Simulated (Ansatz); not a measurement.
# InAs wire along [111], 38 atoms a period, H-terminated: bands along the axis, part 2 of 2

Aim: is the InAs wire along [111], 38 atoms a period, H-terminated a metal or a semiconductor?

Ansatz 0.2.0; DFT PBE, plane waves, PAW; relaxation of a wire's period; PAW set soft_1 (the session's first sound run).

So far. Step 2 (The relaxed wire): The cell's length comes to 10.738 Å with spin left out.

## Step 3: Bands of the perfect wire

This step: DFT PBE, plane waves, PAW; bands of a perfect wire; PAW set soft_1 (Ansatz 0.2.0).

At the relaxed period the bands are computed along the axis; those that cross an energy going forward count the channels that a perfect wire would open there.

The input, input.yaml:

```yaml
crystal:
  lattice:
    - [18.461, 0.0, 0.0]
    - [0.0, 20.048, 0.0]
    - [0.0, 0.0, 10.7375403088]
  atoms:
    - { symbol: In, position: [0.381230981, 0.311639193, 0.99474182] }
    - { symbol: In, position: [0.5, 0.505411635, 0.002855026] }
    - { symbol: In, position: [0.618769019, 0.311639193, 0.99474182] }
    - { symbol: In, position: [0.741606886, 0.507579062, 0.994735069] }
    - { symbol: As, position: [0.271753419, 0.509763799, 0.245757672] }
    - { symbol: As, position: [0.389959947, 0.321209946, 0.245764201] }
    - { symbol: As, position: [0.381783208, 0.685262061, 0.245758934] }
    - { symbol: As, position: [0.5, 0.505410156, 0.253537134] }
    - { symbol: As, position: [0.610040053, 0.321209946, 0.245764201] }
    - { symbol: As, position: [0.618216792, 0.685262061, 0.245758934] }
    - { symbol: As, position: [0.728246581, 0.509763799, 0.245757672] }
    - { symbol: H, position: [0.17717083, 0.677018241, 0.280135789] }
    - { symbol: H, position: [0.5, 0.162170393, 0.280042091] }
    - { symbol: H, position: [0.82282917, 0.677018241, 0.280135789] }
    - { symbol: H, position: [0.204606874, 0.474520145, 0.29598549] }
    - { symbol: H, position: [0.323252079, 0.285268285, 0.295994007] }
    - { symbol: H, position: [0.381350105, 0.756429496, 0.295983627] }
    - { symbol: H, position: [0.618649895, 0.756429496, 0.295983627] }
    - { symbol: H, position: [0.676747921, 0.285268285, 0.295994007] }
    - { symbol: H, position: [0.795393126, 0.474520145, 0.29598549] }
    - { symbol: In, position: [0.255419462, 0.635455073, 0.324139233] }
    - { symbol: In, position: [0.384396442, 0.443958424, 0.346162526] }
    - { symbol: In, position: [0.5, 0.628340014, 0.346150305] }
    - { symbol: In, position: [0.5, 0.245356256, 0.324134603] }
    - { symbol: In, position: [0.615603558, 0.443958424, 0.346162526] }
    - { symbol: In, position: [0.744580538, 0.635455073, 0.324139233] }
    - { symbol: As, position: [0.271756971, 0.626737023, 0.574511126] }
    - { symbol: As, position: [0.378111834, 0.440600929, 0.592894709] }
    - { symbol: As, position: [0.5, 0.63501656, 0.592886226] }
    - { symbol: As, position: [0.5, 0.262707273, 0.574497603] }
    - { symbol: As, position: [0.621888166, 0.440600929, 0.592894709] }
    - { symbol: As, position: [0.728243029, 0.626737023, 0.574511126] }
    - { symbol: H, position: [0.183341573, 0.42694048, 0.615625558] }
    - { symbol: H, position: [0.267892948, 0.292069698, 0.615676234] }
    - { symbol: H, position: [0.415426536, 0.797155183, 0.615675234] }
    - { symbol: H, position: [0.584573464, 0.797155183, 0.615675234] }
    - { symbol: H, position: [0.732107052, 0.292069698, 0.615676234] }
    - { symbol: H, position: [0.816658427, 0.42694048, 0.615625558] }
    - { symbol: H, position: [0.202756005, 0.598029144, 0.630115194] }
    - { symbol: H, position: [0.264240887, 0.696111639, 0.630131275] }
    - { symbol: H, position: [0.43850504, 0.222013203, 0.630061461] }
    - { symbol: H, position: [0.56149496, 0.222013203, 0.630061461] }
    - { symbol: H, position: [0.735759113, 0.696111639, 0.630131275] }
    - { symbol: H, position: [0.797243995, 0.598029144, 0.630115194] }
    - { symbol: In, position: [0.254147432, 0.374679599, 0.659076576] }
    - { symbol: In, position: [0.388257147, 0.564821954, 0.678159634] }
    - { symbol: In, position: [0.5, 0.386587448, 0.678151475] }
    - { symbol: In, position: [0.5, 0.766855849, 0.659101797] }
    - { symbol: In, position: [0.611742853, 0.564821954, 0.678159634] }
    - { symbol: In, position: [0.745852568, 0.374679599, 0.659076576] }
    - { symbol: As, position: [0.271378483, 0.383852343, 0.909501187] }
    - { symbol: As, position: [0.381059453, 0.568649685, 0.925175541] }
    - { symbol: As, position: [0.5, 0.378925876, 0.925170201] }
    - { symbol: As, position: [0.5, 0.748525926, 0.909516155] }
    - { symbol: As, position: [0.618940547, 0.568649685, 0.925175541] }
    - { symbol: As, position: [0.728621517, 0.383852343, 0.909501187] }
    - { symbol: H, position: [0.180404389, 0.549464963, 0.947602516] }
    - { symbol: H, position: [0.298724105, 0.738200009, 0.947603766] }
    - { symbol: H, position: [0.381672811, 0.228479158, 0.94766883] }
    - { symbol: H, position: [0.618327189, 0.228479158, 0.94766883] }
    - { symbol: H, position: [0.701275895, 0.738200009, 0.947603766] }
    - { symbol: H, position: [0.819595611, 0.549464963, 0.947602516] }
    - { symbol: H, position: [0.204956323, 0.348528815, 0.962636244] }
    - { symbol: H, position: [0.5, 0.819150526, 0.962660107] }
    - { symbol: H, position: [0.795043677, 0.348528815, 0.962636244] }
    - { symbol: In, position: [0.258393114, 0.507579062, 0.994735069] }
    - { symbol: In, position: [0.377162201, 0.697026312, 0.994744101] }
    - { symbol: In, position: [0.622837799, 0.697026312, 0.994744101] }
kpoints:
  mp_grid: { grid: [1, 1, 8] }
  band_path: { path: ["Γ", Z], npoints: 90 }
scf:
  occupations: { method: fermi_dirac, width: 0.05 }
hamiltonian:
  xc: pbe
  pseudopotentials: { kind: paw, azcp: { folder: soft_1 } }
output:
  dos: { e_range: [-5, 4] }
  write_potential: true
  write_density: true
  volumetric_format: npy
```

Run with:

```sh
$ ansatz run input.yaml --threads 4 --pin off --max-ram 16384MiB --backend cpu --events-out ev --progress --plain --runs-dir out
```

Numbers of over 12 decimals in the logs are rounded to 6 here.

Log:

```text
[...]
Crystal: 68 atoms, lattice volume = 3974.029 Å³
Basis set: ecut = 420 eV, 77581 PW (Γ)
Bands: 349, of which v1, the nominal top of the filled ones, is band 281 counted from 1 (280 counted from 0)
Symmetry: 2 space group operations
[...]
k-points: 5 of 8 (time reversal used)
[...]
SCF iter   1: F=—  HF=-199111.406474 eV  |F-HF|=—  |Δ(HF+E_count)|=         —  Δρ=2.83e-2  dr2=3.71e1  ethr=3.10e-3  ⟨swp⟩=6.2  Hψ=7207  notcnv=0  defer=117
[...]
SCF iter  12: F=-199100.019054 eV  HF=-199100.019054 eV  |F-HF|=1.26e-8  |Δ(HF+E_count)|=   7.49e-8  Δρ=5.74e-7  dr2=1.46e-8  ethr=1.78e-11  ⟨swp⟩=14.6  Hψ=8109  notcnv=0
SCF 1 converged in 12 iterations: F = -199100.019054 eV  dr2 = 1.46e-8
[...]
NSCF: frozen V_eff on 91 k-points
WARN: pass on a band path, mesh or list of k-points: the 91 k-points are solved 12 at a time at the most, because the 14.40 GiB of host memory that the pass is priced against does not hold them all with the solver's workspace as planned. The pass can take longer, above all where fewer k-points are solved at a time than the run has threads. As a rule a larger memory budget leaves room for more at once. The budget is what a run with no `--max-ram-frac` typed is planned for, 0.8 of the host's memory or its container's limit. More memory there lifts it, and so does a share over 0.88 that is typed (of such a share the budget is ten elevenths): [rest of the remark cut]
WARN: The output density's exchange-correlation potential varies sharply where the density is thin. Do not read a vacuum level from v_tot or v_xc, or from such a field of the output density. On a cell that repeats whose density bears no net charge and no dipole along the vacuum's axis use v_es (v_loc + v_h of the components); under efield.dipole_correction with no amplitude use v_es + v_field, which holds any externa [...]
SCF converged after 12 iterations
Free energy (F): -199100.019054 eV
[...]
Internal energy: -199100.019054 eV  (E = F + TS)
E sigma→0 (E₀):  -199100.019054 eV
Entropy (-TS):   -0.000000 eV (-0.000 meV/atom)
Fermi energy:    -1.032045 eV
[...]
--- Band table (eV; the first three rows and the last of 5) ---
  k-point 0: bands = [... 277 lower, -2.3589, -2.2111, -2.2107, -1.8704, -0.1859, 0.5622, 0.5637, 0.5726, ... 64 higher]
  k-point 1: bands = [... 277 lower, -2.3723, -2.2040, -2.2038, -1.9693, -0.1159, 0.4929, 0.4942, 0.5949, ... 64 higher]
  k-point 2: bands = [... 277 lower, -2.3985, -2.2186, -2.2105, -2.2103, 0.0511, 0.3881, 0.3892, 0.5212, ... 64 higher]
  k-point 4: bands = [... 277 lower, -2.3675, -2.3670, -2.2840, -2.2834, 0.2170, 0.3204, 0.3210, 0.4991, ... 64 higher]
```

Wall time 2.3 h (4 threads of Arm Neoverse V1, shared host); peak memory 12 GiB; 9.1 h of CPU time.

The column dr2 measures how far the density is from self-consistency, as an energy; F and HF (Harris–Foulkes) agree once it is small.

This step gave:

- band gap: 1.685 eV

The electronic bands at the labelled points (eV, zero at the Fermi level; v1 is the highest filled band, c1 the lowest empty one):

| point | v4 | v3 | v2 | v1 | c1 | c2 | c3 | c4 |
| --- | --- | --- | --- | --- | --- | --- | --- | --- |
| Γ | -1.33 | -1.18 | -1.18 | -0.84 | 0.85 | 1.59 | 1.60 | 1.60 |
| halfway | -1.37 | -1.19 | -1.18 | -1.18 | 1.08 | 1.42 | 1.42 | 1.55 |
| Z | -1.34 | -1.33 | -1.25 | -1.25 | 1.25 | 1.35 | 1.35 | 1.53 |

The gap is 1.68 eV, with spin left out.

On this path the gap is direct, 1.68 eV, with the valence top at Γ and the conduction bottom at Γ.

## Step 4: Another level of theory

This step: DFT r2SCAN, plane waves, PAW; bands of a perfect wire at the PBE geometry; PAW set soft_1 (Ansatz 0.2.0).

The atoms stay at the PBE geometry and the functional changes. r2SCAN also reads the kinetic-energy density; it often gives larger moments and wider gaps than PBE, at a higher cost.

Changes to input.yaml since step 3:

```diff
@@ -75,3 +75,3 @@
 kpoints:
-  mp_grid: { grid: [1, 1, 8] }
+  mp_grid: { grid: [1, 1, 6] }
   band_path: { path: ["Γ", Z], npoints: 90 }
@@ -80,8 +80,3 @@
 hamiltonian:
-  xc: pbe
+  xc: r2scan
   pseudopotentials: { kind: paw, azcp: { folder: soft_1 } }
-output:
-  dos: { e_range: [-5, 4] }
-  write_potential: true
-  write_density: true
-  volumetric_format: npy
```

Log:

```text
Engine: ansatz 0.2.0, aarch64-unknown-linux-gnu
Pseudopotentials: kind: paw
Pseudopotential: In, paw, valence charge 13, recommended cutoff 500 eV (meta_gga), soft_1/In.paw.azcp
Pseudopotential: As, paw, valence charge 15, recommended cutoff 500 eV (meta_gga), soft_1/As.paw.azcp
Pseudopotential: H, paw, valence charge 1, recommended cutoff 500 eV (meta_gga), soft_1/H.paw.azcp
Functional definition: r2SCAN
  parameter k0 = 0.174
  parameter k1 = 0.065
  parameter a1 = 4.9479
  exchange = r2scan_x(k0 = k0, k1 = k1, a1 = a1)
  correlation = r2scan_c
Crystal: 68 atoms, lattice volume = 3974.029 Å³
Basis set: ecut = 500 eV, 100997 PW (Γ), exchange–correlation on 540×600×320 points (64 copies of the dense FFT grid, shifted against one another)
Bands: 349, of which v1, the nominal top of the filled ones, is band 281 counted from 1 (280 counted from 0)
Symmetry: 2 space group operations
Space group: Pm (ITA 6), of the structure as read, at distance tolerance 1.6e-4 Å
k-points: 4 of 6 (time reversal used)
Non-local potential: In, projectors of the file, l = 0: 2, l = 1: 2, l = 2: 2, l = 3: 1
Non-local potential: As, projectors of the file, l = 0: 2, l = 1: 2, l = 2: 3, l = 3: 1
Non-local potential: H, projectors of the file, l = 0: 2, l = 1: 1
PAW form: soft (Blöchl's): semilocal exchange-correlation on the pseudo side does not see the compensation charge
PAW frozen core: In, regenerated for the run's functional (the file was generated under x = pbe(κ = 0.804, μ = 0.219515), c = pbe(β = 0.066725))
PAW frozen core: As, regenerated for the run's functional (the file was generated under x = pbe(κ = 0.804, μ = 0.219515), c = pbe(β = 0.066725))
PAW one-centre angular grid: In, 590 points (default); XC on 160 Gauss nodes
PAW one-centre angular grid: As, 590 points (default); XC on 160 Gauss nodes
PAW one-centre angular grid: H, 302 points (default); XC on 160 Gauss nodes
Initial density: superposition of atomic densities (neutral atoms: chi_scale 0, normalization atom)
Initial wavefunctions: pseudopotential atomic-orbital guess
Functional: x = r2scan, c = r2scan; τ floored in thin density (d = 2e-4 eV/Å³)
SCF iter   1: F=—  HF=-199540.002940 eV  |F-HF|=—  |Δ(HF+E_count)|=         —  Δρ=2.76e-2  dr2=3.56e1  dr2_τ=3.83e-1  ethr=3.10e-3  ⟨swp⟩=6.0  Hψ=5682  notcnv=0  defer=115
preconditioner: auto → Resta (q_TF=auto, 1.969 Å⁻¹)  ε∞=1.7  [insulator: Δε(μ)=2.097 eV  Ē_g=13.864 eV  σ=0.050 eV  W_gap=1.00  n_scr=508 (ndim 8)  ℏωp=11.4 eV  f_vac=0.591  D(μ)=0.00/eV (n_scr^D=0)  ε∞_Penn≈1.7  vacuum switching on, ρ_ref=1.4e-2 e/Å³]
SCF iter   2: F=—  HF=-199532.593566 eV  |F-HF|=—  |Δ(HF+E_count)|=    7.41e0  Δρ=1.23e-2  dr2=5.61e0  dr2_τ=7.96e-2  ethr=3.10e-3  ⟨swp⟩=4.0  Hψ=2616  notcnv=0  defer=244
SCF iter   3: F=—  HF=-199532.367986 eV  |F-HF|=—  |Δ(HF+E_count)|=   2.26e-1  Δρ=3.29e-3  dr2=8.67e-1  dr2_τ=1.11e-2  ethr=9.99e-4  ⟨swp⟩=4.0  Hψ=2103  notcnv=0  defer=244
SCF iter   4: F=—  HF=-199532.291051 eV  |F-HF|=—  |Δ(HF+E_count)|=   7.69e-2  Δρ=1.17e-3  dr2=1.59e-1  dr2_τ=1.93e-3  ethr=1.54e-4  ⟨swp⟩=3.2  Hψ=2740  notcnv=0  defer=240
SCF iter   5: F=—  HF=-199532.292714 eV  |F-HF|=—  |Δ(HF+E_count)|=   1.66e-3  Δρ=5.10e-4  dr2=1.60e-2  dr2_τ=3.49e-4  ethr=2.84e-5  ⟨swp⟩=4.0  Hψ=2109  notcnv=0  defer=240
SCF iter   6: F=—  HF=-199532.298328 eV  |F-HF|=—  |Δ(HF+E_count)|=   5.61e-3  Δρ=1.83e-4  dr2=1.24e-3  dr2_τ=4.92e-5  ethr=2.85e-6  ⟨swp⟩=2.0  Hψ=2071  notcnv=0  defer=240
SCF iter   7: F=—  HF=-199532.300167 eV  |F-HF|=—  |Δ(HF+E_count)|=   1.84e-3  Δρ=6.01e-5  dr2=2.73e-4  dr2_τ=5.87e-6  ethr=2.20e-7  ⟨swp⟩=2.0  Hψ=2068  notcnv=0  defer=240
SCF iter   8: F=—  HF=-199532.300449 eV  |F-HF|=—  |Δ(HF+E_count)|=   2.82e-4  Δρ=2.03e-5  dr2=1.92e-5  dr2_τ=6.35e-7  ethr=4.86e-8  ⟨swp⟩=2.0  Hψ=2064  notcnv=0  defer=240
SCF iter   9: F=—  HF=-199532.300413 eV  |F-HF|=—  |Δ(HF+E_count)|=   3.56e-5  Δρ=5.05e-6  dr2=1.27e-6  dr2_τ=3.72e-8  ethr=3.42e-9  ⟨swp⟩=3.0  Hψ=2842  notcnv=0  defer=240
SCF iter  10: F=—  HF=-199532.300417 eV  |F-HF|=—  |Δ(HF+E_count)|=   3.77e-6  Δρ=1.72e-6  dr2=1.54e-7  dr2_τ=3.80e-9  ethr=2.27e-10  ⟨swp⟩=2.0  Hψ=2116  notcnv=0  defer=240
SCF iter  11: F=-199532.300418 eV  HF=-199532.300418 eV  |F-HF|=5.56e-8  |Δ(HF+E_count)|=   4.32e-7  Δρ=7.19e-7  dr2=3.02e-8  dr2_τ=4.82e-10  ethr=1.78e-11  ⟨swp⟩=16.8  Hψ=6738  notcnv=0
SCF 1 converged in 11 iterations: F = -199532.300418 eV  dr2 = 3.02e-8
[...]
NSCF: frozen V_eff on 91 k-points
WARN: pass on a band path, mesh or list of k-points: the 91 k-points are solved 1 at a time at the most, because the 14.40 GiB of host memory that the pass is priced against does not hold them all with the solver's workspace as planned. The pass can take longer, above all where fewer k-points are solved at a time than the run has threads. As a rule a larger memory budget leaves room for more at once. The budget is what a run with no `--max-ram-frac` typed is planned for, 0.8 of the host's memory or its container's limit. More memory there lifts it, and so does a share over 0.88 that is typed (of such a share the budget is ten elevenths): [rest of the remark cut]
```

It took 52 min on 4 threads; peak memory 13 GiB.

The run was cut off at the time limit after its SCF cycle had converged; no result of it is taken.

## Step 5: Results

| Item | Value |
| --- | --- |
| cell length, PBE | 10.74 Å |
| gap, PBE | 1.68 eV |

In words: Under PBE the cell's length is 10.74 Å, and a gap of 1.68 eV makes it a semiconductor. Plain hydrogen on a compound's surface is a simple closure: it may leave surface states, and facets that end in unlike atoms put a field across the wire, both of which shrink the gap.

[Logs are printed without paths, hosts, clocks, repeated set-up lines and the standing remarks that a program may print on its own settings, such as how far it seeks lower states.]

[Hosts, paths, dates, database ids (printed as entryN), source tags and the programs' standing remarks are cut or masked in the printed files.]
